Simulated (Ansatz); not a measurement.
**TlS4Br (model structure): optical spectrum from first principles**

Aim: the dielectric function of TlS4Br (model structure), and the optical constants that follow from it. The structure is a model and need not exist. It was built so: All Cl replaced by Br and O replaced by S in the F-43m structure of TlClO4.

Calculated with Ansatz 0.2.0; DFT, PBE, plane-wave PAW, default files, scalar-relativistic, independent-particle optical response without local fields.

### 1. The system as given

Symmetry: F-43m, No. 216, cubic system. The conventional cell has a = 9.942 Å, b = 9.942 Å, c = 9.942 Å, α = 90.00°, β = 90.00°, γ = 90.00°. Nearest to Tl lie 12 S at 4.12 Å. Br has 4 S at 2.19 Å nearest. Nearest to S lie 1 Br at 2.19 Å. Farther neighbours, and contacts between anions beyond the nearest, are not listed.

### 2. Relaxation

The structure was built or cut out here, so it is relaxed before any spectrum is computed.

This step: DFT, PBE, plane-wave PAW, default files, scalar-relativistic, relaxation (Ansatz 0.2.0).

input.yaml

```yaml
crystal:
  lattice:
    - [0.0, 4.97107241, 4.97107241]
    - [4.97107241, 0.0, 4.97107241]
    - [4.97107241, 4.97107241, 0.0]
  atoms:
    - { symbol: Tl, position: [0.5, 0.5, 0.5] }
    - { symbol: Br, position: [0.0, 0.0, 0.0] }
    - { symbol: S, position: [0.381, 0.873, 0.873] }
    - { symbol: S, position: [0.873, 0.873, 0.873] }
    - { symbol: S, position: [0.873, 0.873, 0.381] }
    - { symbol: S, position: [0.873, 0.381, 0.873] }
kpoints:
  mp_grid: { grid: [4, 4, 4] }
scf:
  occupations: { method: fermi_dirac, width: 0.05 }
hamiltonian:
  xc: pbe
  pseudopotentials: { kind: paw }
output:
  forces: true
  stress: true
relax:
  f_tol: 0.02
  max_steps: 50
  cell: {}
```

Launch:

```
$ ansatz run input.yaml --threads 2 --pin off --max-ram 5120MiB --backend cpu --events-out ev --progress --plain --runs-dir out
```

The program printed:

```text
Engine: ansatz 0.2.0, x86_64-unknown-linux-gnu
Pseudopotentials: kind: paw
Pseudopotential: Tl, paw, valence charge 13, recommended cutoff 420 eV (normal), Tl.paw.azcp
Pseudopotential: Br, paw, valence charge 7, recommended cutoff 420 eV (normal), Br.paw.azcp
Pseudopotential: S, paw, valence charge 6, recommended cutoff 420 eV (normal), S.paw.azcp
Functional definition: PBE
  parameter kappa = 0.804
  parameter beta = 0.066725
  exchange = pbe_x(kappa = kappa, mu = beta*pi^2/3)
  correlation = pbe_c(beta = beta)
Crystal: 6 atoms, lattice volume = 245.686 Å³
Basis set: ecut = 420 eV, 4909 PW (Γ), exchange–correlation on 96×96×96 points (8 copies of the dense FFT grid, shifted against one another)
Bands: 28, of which v1, the nominal top of the filled ones, is band 22 counted from 1 (21 counted from 0)
Symmetry: 24 space group operations
Space group: F-43m (ITA 216), of the structure as read, at distance tolerance 6.3e-5 Å
k-points: 8 of 64 (time reversal used)
Non-local potential: Tl, projectors of the file, l = 0: 2, l = 1: 2, l = 2: 2, l = 3: 1
Non-local potential: Br, projectors of the file, l = 0: 2, l = 1: 2, l = 2: 2
Non-local potential: S, projectors of the file, l = 0: 2, l = 1: 2, l = 2: 2
PAW form: soft (Blöchl's): semilocal exchange-correlation on the pseudo side does not see the compensation charge
PAW one-centre angular grid: Tl, 590 points (default); XC on 64 Gauss nodes
PAW one-centre angular grid: Br, 110 points (default); XC on 64 Gauss nodes
PAW one-centre angular grid: S, 110 points (default); XC on 64 Gauss nodes
Initial density: superposition of atomic densities (neutral atoms: chi_scale 0, normalization atom), corrected by the library's trained network
Initial wavefunctions: pseudopotential atomic-orbital guess
Functional: x = pbe(κ = 0.804, μ = 0.219515), c = pbe(β = 0.066725)
SCF iter   1: F=—  HF=-17829.608483 eV  |F-HF|=—  |Δ(HF+E_count)|=         —  Δρ=3.22e-3  dr2=4.39e-2  ethr=1.77e-3  ⟨swp⟩=9.4  Hψ=1252  notcnv=0
preconditioner: auto → LDOS  [insulator: Δε(μ)=0.154 eV  Ē_g=8.789 eV  σ=0.050 eV  W_gap=0.53  n_scr=26 (ndim 8)  ℏωp=15.4 eV  f_vac=0.192  D(μ)=3.88/eV (n_scr^D=14)  ε∞_Penn≈4.1  β→1.0]
SCF iter   2: F=—  HF=-17829.607886 eV  |F-HF|=—  |Δ(HF+E_count)|=   5.97e-4  Δρ=1.49e-3  dr2=8.80e-3  ethr=9.97e-5  ⟨swp⟩=3.0  Hψ=511  notcnv=0  defer=7
SCF iter   3: F=—  HF=-17829.605204 eV  |F-HF|=—  |Δ(HF+E_count)|=   2.68e-3  Δρ=2.96e-4  dr2=2.92e-4  ethr=2.00e-5  ⟨swp⟩=2.0  Hψ=412  notcnv=0  defer=7
SCF iter   4: F=—  HF=-17829.605114 eV  |F-HF|=—  |Δ(HF+E_count)|=   8.99e-5  Δρ=1.07e-4  dr2=3.21e-5  ethr=6.64e-7  ⟨swp⟩=2.0  Hψ=381  notcnv=0  defer=7
SCF iter   5: F=—  HF=-17829.604998 eV  |F-HF|=—  |Δ(HF+E_count)|=   1.16e-4  Δρ=2.11e-5  dr2=1.08e-6  ethr=7.29e-8  ⟨swp⟩=2.0  Hψ=368  notcnv=0  defer=7
SCF iter   6: F=—  HF=-17829.604998 eV  |F-HF|=—  |Δ(HF+E_count)|=   7.02e-7  Δρ=8.62e-6  dr2=2.06e-7  ethr=2.27e-10  ⟨swp⟩=5.0  Hψ=964  notcnv=0
SCF iter   7: F=-17829.604999 eV  HF=-17829.604999 eV  |F-HF|=1.59e-9  |Δ(HF+E_count)|=   4.18e-8  Δρ=1.61e-6  dr2=1.14e-8  ethr=2.27e-10  ⟨swp⟩=5.0  Hψ=824  notcnv=0
SCF 1 converged in 7 iterations: F = -17829.604999 eV  dr2 = 1.14e-8
  greatest PAW one-centre occupation: 0.968 electrons in one spin orbital (limit 2), on the Tl atom at site 0 (counted from 0), in its partial waves of l = 2
relax step   1: F+E_penalty+E_count = -17829.60499854 eV  Δ(F+E_penalty+E_count) = +0.000e0 eV  max|allowed force component| = 4.937e-1 eV/Å  Δτ_max = 0.0000 Å  P = -0.239 GPa  Ω = 245.686 Å³  (7 SCF iters, dr2 threshold 1.00e-7 eV, accepted)
Crystal: 6 atoms, lattice volume = 224.303 Å³
Basis set: ecut = 420 eV, 4381 PW (Γ), exchange–correlation on 96×96×96 points (8 copies of the dense FFT grid, shifted against one another)
Initial density: handed on by an earlier stage of this run
Initial wavefunctions: those handed on with the density
iter 1 solved again at ethr=4.70e-4 eV; its pass at ethr=3.10e-3 eV (dr2=2.07e-1 eV) is discarded
SCF iter   1: F=—  HF=-17830.105987 eV  |F-HF|=—  |Δ(HF+E_count)|=         —  Δρ=8.56e-3  dr2=2.09e-1  ethr=4.70e-4  ⟨swp⟩=2.0  Hψ=1306  notcnv=0
preconditioner: auto → LDOS  [insulator: Δε(μ)=0.180 eV  Ē_g=8.811 eV  σ=0.050 eV  W_gap=0.68  n_scr=26 (ndim 8)  ℏωp=16.1 eV  f_vac=0.174  D(μ)=3.49/eV (n_scr^D=14)  ε∞_Penn≈4.3  β→1.0]
SCF iter   2: F=—  HF=-17830.125801 eV  |F-HF|=—  |Δ(HF+E_count)|=   1.98e-2  Δρ=7.77e-3  dr2=3.30e-1  ethr=4.70e-4  ⟨swp⟩=3.1  Hψ=506  notcnv=0
SCF iter   3: F=—  HF=-17830.046815 eV  |F-HF|=—  |Δ(HF+E_count)|=   7.90e-2  Δρ=9.41e-4  dr2=1.65e-3  ethr=4.70e-4  ⟨swp⟩=3.0  Hψ=419  notcnv=0  defer=6
SCF iter   4: F=—  HF=-17830.046811 eV  |F-HF|=—  |Δ(HF+E_count)|=   4.43e-6  Δρ=3.04e-4  dr2=1.83e-4  ethr=3.76e-6  ⟨swp⟩=2.0  Hψ=384  notcnv=0  defer=6
SCF iter   5: F=—  HF=-17830.046750 eV  |F-HF|=—  |Δ(HF+E_count)|=   6.05e-5  Δρ=6.48e-5  dr2=7.14e-6  ethr=4.16e-7  ⟨swp⟩=2.5  Hψ=408  notcnv=0  defer=6
SCF iter   6: F=—  HF=-17830.046758 eV  |F-HF|=—  |Δ(HF+E_count)|=   8.32e-6  Δρ=2.07e-5  dr2=7.57e-7  ethr=1.36e-9  ⟨swp⟩=5.1  Hψ=966  notcnv=0
SCF iter   7: F=-17830.046759 eV  HF=-17830.046759 eV  |F-HF|=4.73e-8  |Δ(HF+E_count)|=   9.55e-7  Δρ=4.51e-6  dr2=3.06e-8  ethr=1.36e-9  ⟨swp⟩=4.0  Hψ=753  notcnv=0
SCF 2 converged in 7 iterations: F = -17830.046759 eV  dr2 = 3.06e-8
  greatest PAW one-centre occupation: 0.967 electrons in one spin orbital (limit 2), on the Tl atom at site 0 (counted from 0), in its partial waves of l = 2
relax step   2: F+E_penalty+E_count = -17830.04675945 eV  Δ(F+E_penalty+E_count) = -4.418e-1 eV  max|allowed force component| = 5.909e-1 eV/Å  Δτ_max = 0.1092 Å  P = -0.071 GPa  Ω = 224.303 Å³  energy of the carried Pulay correction = +1.007e-3 eV  (7 SCF iters, dr2 threshold 6.00e-7 eV, accepted)
Crystal: 6 atoms, lattice volume = 204.569 Å³
Basis set: ecut = 420 eV, 4015 PW (Γ), exchange–correlation on 96×96×96 points (8 copies of the dense FFT grid, shifted against one another)
iter 1 solved again at ethr=3.06e-4 eV; its pass at ethr=3.10e-3 eV (dr2=1.34e-1 eV) is discarded
SCF iter   1: F=—  HF=-17830.527239 eV  |F-HF|=—  |Δ(HF+E_count)|=         —  Δρ=8.62e-3  dr2=1.35e-1  ethr=3.06e-4  ⟨swp⟩=2.0  Hψ=1309  notcnv=0
preconditioner: auto → LDOS  [metal: Δε(μ)=0.072 eV  Ē_g=9.426 eV  σ=0.050 eV  W_gap=0.34  n_scr=26 (ndim 8)  ℏωp=17.2 eV  f_vac=0.164  D(μ)=6.59/eV (n_scr^D=58)  β→1.0]
SCF iter   2: F=—  HF=-17830.507443 eV  |F-HF|=—  |Δ(HF+E_count)|=   1.98e-2  Δρ=5.36e-3  dr2=9.49e-2  ethr=3.06e-4  ⟨swp⟩=3.0  Hψ=489  notcnv=0
SCF iter   3: F=—  HF=-17830.483934 eV  |F-HF|=—  |Δ(HF+E_count)|=   2.35e-2  Δρ=8.67e-4  dr2=2.38e-3  ethr=2.16e-4  ⟨swp⟩=2.2  Hψ=427  notcnv=0  defer=4
SCF iter   4: F=—  HF=-17830.483440 eV  |F-HF|=—  |Δ(HF+E_count)|=   4.94e-4  Δρ=1.70e-4  dr2=6.30e-5  ethr=5.41e-6  ⟨swp⟩=2.0  Hψ=376  notcnv=0  defer=4
SCF iter   5: F=—  HF=-17830.483393 eV  |F-HF|=—  |Δ(HF+E_count)|=   4.69e-5  Δρ=5.97e-5  dr2=9.65e-6  ethr=1.43e-7  ⟨swp⟩=2.0  Hψ=349  notcnv=0  defer=4
SCF iter   6: F=—  HF=-17830.483395 eV  |F-HF|=—  |Δ(HF+E_count)|=   1.92e-6  Δρ=1.87e-5  dr2=6.66e-7  ethr=2.19e-8  ⟨swp⟩=2.1  Hψ=344  notcnv=0  defer=4
SCF iter   7: F=-17830.483395 eV  HF=-17830.483395 eV  |F-HF|=9.47e-9  |Δ(HF+E_count)|=   5.09e-7  Δρ=2.45e-6  dr2=1.07e-8  ethr=1.36e-9  ⟨swp⟩=4.2  Hψ=794  notcnv=0
SCF 3 converged in 7 iterations: F = -17830.483395 eV  dr2 = 1.07e-8
relax step   3: F+E_penalty+E_count = -17830.48339518 eV  Δ(F+E_penalty+E_count) = -4.366e-1 eV  max|allowed force component| = 5.551e-1 eV/Å  Δτ_max = 0.1248 Å  P = +0.937 GPa  Ω = 204.569 Å³  energy of the carried Pulay correction = +2.022e-3 eV  (7 SCF iters, dr2 threshold 6.00e-7 eV, accepted)
[...]
relax step   4: F+E_penalty+E_count = -17831.14449780 eV  Δ(F+E_penalty+E_count) = -6.611e-1 eV  max|allowed force component| = 3.007e-1 eV/Å  Δτ_max = 0.1948 Å  P = +1.532 GPa  Ω = 202.429 Å³  energy of the carried Pulay correction = +2.137e-3 eV  (8 SCF iters, dr2 threshold 6.00e-7 eV, accepted)
[...]
relax step   5: F+E_penalty+E_count = -17830.96875649 eV  Δ(F+E_penalty+E_count) = +1.757e-1 eV  max|allowed force component| = 9.814e-1 eV/Å  Δτ_max = 0.1929 Å  P = +2.037 GPa  Ω = 220.871 Å³  energy of the carried Pulay correction = +1.177e-3 eV  (8 SCF iters, dr2 threshold 6.00e-7 eV, rejected (line search))
[...]
relax step   6: F+E_penalty+E_count = -17831.27859759 eV  Δ(F+E_penalty+E_count) = -1.341e-1 eV  max|allowed force component| = 1.691e-1 eV/Å  Δτ_max = 0.0469 Å  P = -0.089 GPa  Ω = 218.079 Å³  energy of the carried Pulay correction = +1.318e-3 eV  (11 SCF iters, accepted)
[...]
relax step   7: F+E_penalty+E_count = -17831.29639659 eV  Δ(F+E_penalty+E_count) = -1.780e-2 eV  max|allowed force component| = 3.889e-2 eV/Å  Δτ_max = 0.0390 Å  P = +0.133 GPa  Ω = 220.125 Å³  energy of the carried Pulay correction = +1.215e-3 eV  (7 SCF iters, dr2 threshold 6.00e-7 eV, accepted)
[...]
relax step   8: F+E_penalty+E_count = -17831.29726479 eV  Δ(F+E_penalty+E_count) = -8.682e-4 eV  max|allowed force component| = 2.666e-3 eV/Å  Δτ_max = 0.0056 Å  P = +0.008 GPa  Ω = 220.647 Å³  energy of the carried Pulay correction = +1.189e-3 eV  (6 SCF iters, dr2 threshold 9.45e-8 eV, accepted)
Initial wavefunctions: pseudopotential atomic-orbital guess (no wavefunctions were taken with the density)
iter 1 solved again at ethr=1.25e-7 eV; its pass at ethr=3.10e-3 eV (dr2=5.48e-5 eV) is discarded
SCF iter   1: F=—  HF=-17831.296187 eV  |F-HF|=—  |Δ(HF+E_count)|=         —  Δρ=6.77e-5  dr2=1.67e-6  ethr=1.25e-7  ⟨swp⟩=4.1  Hψ=1841  notcnv=0
preconditioner: auto → LDOS  [metal: Δε(μ)=0.068 eV  Ē_g=9.077 eV  σ=0.050 eV  W_gap=0.31  n_scr=26 (ndim 8)  ℏωp=16.6 eV  f_vac=0.199  D(μ)=12.05/eV (n_scr^D=112)  β→1.0]
SCF iter   2: F=—  HF=-17831.296106 eV  |F-HF|=—  |Δ(HF+E_count)|=   8.08e-5  Δρ=1.78e-5  dr2=5.60e-7  ethr=3.80e-9  ⟨swp⟩=2.2  Hψ=402  notcnv=0
SCF iter   3: F=—  HF=-17831.296106 eV  |F-HF|=—  |Δ(HF+E_count)|=   2.36e-7  Δρ=3.99e-6  dr2=2.87e-8  ethr=1.27e-9  ⟨swp⟩=2.0  Hψ=313  notcnv=0
SCF iter   4: F=—  HF=-17831.296106 eV  |F-HF|=—  |Δ(HF+E_count)|=   5.01e-9  Δρ=6.64e-7  dr2=1.34e-9  ethr=6.53e-11  ⟨swp⟩=2.0  Hψ=305  notcnv=0
SCF iter   5: F=—  HF=-17831.296106 eV  |F-HF|=—  |Δ(HF+E_count)|=  1.53e-10  Δρ=2.75e-7  dr2=2.45e-10  ethr=3.03e-12  ⟨swp⟩=2.2  Hψ=390  notcnv=0
SCF iter   6: F=—  HF=-17831.296106 eV  |F-HF|=—  |Δ(HF+E_count)|=  3.64e-12  Δρ=1.54e-7  dr2=1.42e-10  ethr=1.00e-12  ⟨swp⟩=5.0  Hψ=950  notcnv=0
SCF iter   7: F=-17831.296106 eV  HF=-17831.296106 eV  |F-HF|=0.00e0  |Δ(HF+E_count)|=  2.55e-11  Δρ=2.33e-8  dr2=1.37e-12  ethr=1.00e-12  ⟨swp⟩=3.0  Hψ=882  notcnv=0
SCF 9 converged in 7 iterations: F = -17831.296106 eV  dr2 = 1.37e-12
relax step   9: F+E_penalty+E_count = -17831.29610556 eV  Δ(F+E_penalty+E_count) = +1.159e-3 eV  max|allowed force component| = 2.661e-3 eV/Å  Δτ_max = 0.0000 Å  P = +0.007 GPa  Ω = 220.647 Å³  stress off target by 7.24e-3 GPa  SCF on the basis re-selected at this cell (its energy is not comparable with the rows above)  (7 SCF iters)
basis re-selected at this cell: Δ(F+E_penalty+E_count) = +1.159e-3 eV, ΔP = -0.000 GPa vs the last step (what re-selecting the basis moved, of the pressure what is left beyond the Pulay correction that the steps carried, after the strain that the cell walked since its last selection, with what the two solves' SCF thresholds leave and, on support functions, any second-order correction that the steps lacked; it is no m [...]
SCF converged after 7 iterations
Free energy (F): -17831.296106 eV
Harris-Foulkes:  -17831.296106 eV  (|F-HF|=0.00e0)
Internal energy: -17831.200787 eV  (E = F + TS)
E sigma→0 (E₀):  -17831.248446 eV
Entropy (-TS):   -0.095319 eV (-15.886 meV/atom)
Fermi energy:    2.687570 eV
--- Per-component energies (eV) ---
  E_band       = -214.921214
  E_kinetic    = 877.840853
  E_local      = -2563.671334  (includes V_loc(G=0)·N_el)
  E_nonlocal   = 505.711768
  E_hartree    = 925.059234
  E_xc         = -875.561379
  E_vxc        = -584.139029  (∫ρ·V_xc dr)
  E_paw        = -14809.524309  (= ΣΔE_a)
  E_vpaw       = -300.781989  (= ΣTr[D̂ρ^β])
  E_aug_tail   = 0.000041  (compensation charges beyond the density's cutoff)
  E_ewald      = -1891.055662
  E_smearing   = -0.095319  (= −TS)
  E_closure    = -0.000000  (closes the sum)
  Σ components = -17831.296106   (vs F -17831.296106, Δ=0.00e0)
--- Forces (eV/Å), atoms counted from 1 ---
  atom   1  Tl    -0.00000000     0.00000000     0.00000000
  atom   2  Br     0.00000000    -0.00000000    -0.00000000
  atom   3  S     -0.00266080     0.00266080     0.00266080
  atom   4  S     -0.00266080    -0.00266080    -0.00266080
  atom   5  S      0.00266080     0.00266080    -0.00266080
  atom   6  S      0.00266080    -0.00266080     0.00266080
  max |Σ_I F_I| component: 4.59e-16 eV/Å
--- Stress (GPa, compression-positive) ---
        0.007238       0.000000      -0.000000
        0.000000       0.007238      -0.000000
       -0.000000      -0.000000       0.007238
  P = ⅓ Tr σ = 0.0072 GPa (0.072 kbar)
--- Relaxed structure (8 steps of the walk, 7 accepted, 1 SCFs on fresh bases) ---
  F+E_penalty+E_count = -17831.29610556 eV   max|allowed force component| = 2.661e-3 eV/Å   (the final SCF, on the basis selected at the relaxed cell)
  cell:  # Å, volume = 220.6469 Å³
    - [0, 4.796112, 4.796112]
    - [4.796112, 0, 4.796112]
    - [4.796112, 4.796112, 0]
  atoms:
    - { symbol: Tl, position: [0.5, 0.5, 0.5] }
    - { symbol: Br, position: [-3.416936e-19, -7.778981e-19, 1.519446e-18] }
    - { symbol: S, position: [0.469693, 0.843436, 0.843436] }
    - { symbol: S, position: [0.843436, 0.843436, 0.843436] }
    - { symbol: S, position: [0.843436, 0.843436, 0.469693] }
    - { symbol: S, position: [0.843436, 0.469693, 0.843436] }
```

It took 9.2 s on 2 threads of AMD EPYC 9R45 (Zen 5), shared host; peak memory 0.52 GiB; 16 s of CPU time.

The steps of the relaxation:

| step | energy less that of the first step (eV) | largest force component (eV/Å) | pressure (GPa) | volume (Å³) |
| --- | --- | --- | --- | --- |
| 1 | 0.0000 | 0.4937 | -0.24 | 245.69 |
| 2 | -0.4418 | 0.5909 | -0.07 | 224.30 |
| 3 | -0.8784 | 0.5551 | 0.94 | 204.57 |
| 4 | -1.5395 | 0.3007 | 1.53 | 202.43 |
| 5 | -1.3638 | 0.9814 | 2.04 | 220.87 |
| 6 | -1.6736 | 0.1691 | -0.09 | 218.08 |
| 7 | -1.6914 | 0.0389 | 0.13 | 220.12 |
| 8 | -1.6923 | 0.0027 | 0.01 | 220.65 |
| 9* | -1.6911 | 0.0027 | 0.01 | 220.65 |

Relaxation steps marked * repeat the geometry before them on a plane-wave basis chosen anew for their cell, so energy and pressure can jump there. Relaxation step 5 was tried and not accepted.

Forces are held to the 24 operations that the program found; a distortion that breaks them can't arise in this run.

| conventional cell, symmetrised | before | after | change |
| --- | --- | --- | --- |
| a (Å) | 9.942 | 9.592 | -3.5 % |
| b (Å) | 9.942 | 9.592 | -3.5 % |
| c (Å) | 9.942 | 9.592 | -3.5 % |
| volume (Å³/atom) | 40.95 | 36.77 | -10.2 % |

The atoms that moved most (Å, as changes of fractional coordinates times the final cell):

| atom | dx | dy | dz | length |
| --- | --- | --- | --- | --- |
| S4 | -0.284 | -0.284 | -0.284 | 0.491 |
| S3 | -0.284 | 0.284 | 0.284 | 0.491 |
| S6 | 0.284 | -0.284 | 0.284 | 0.491 |
| S5 | 0.284 | 0.284 | -0.284 | 0.491 |

Final coordinates:

```xyz
6
Lattice="0.0000 4.7961 4.7961 4.7961 0.0000 4.7961 4.7961 4.7961 0.0000" Properties=species:S:1:pos:R:3 pbc="T T T"
Tl    4.7961    4.7961    4.7961
Br    0.0000    0.0000    0.0000
S     8.0904    6.2979    6.2979
S     8.0904    8.0904    8.0904
S     6.2979    6.2979    8.0904
S     6.2979    8.0904    6.2979
```

The relaxation ends with a largest force component of 0.0027 eV/Å and a pressure of 0.01 GPa.

(Continued in part 2 of 2.)

[Long decimals in the printed logs are rounded to 6 places.]

[Logs are printed without paths, hosts, clocks, repeated set-up lines and the standing remarks that a program may print on its own settings, such as how far it seeks lower states.]

[Hosts, paths, dates, database ids (printed as entryN), source tags and the programs' standing remarks are cut or masked in the printed files.]

[Where the starting crystal was built by hand or by swapping elements, it need not be the compound's stable phase.]

[The count of steps not shown may lack steps that the program refused or didn't finish.]
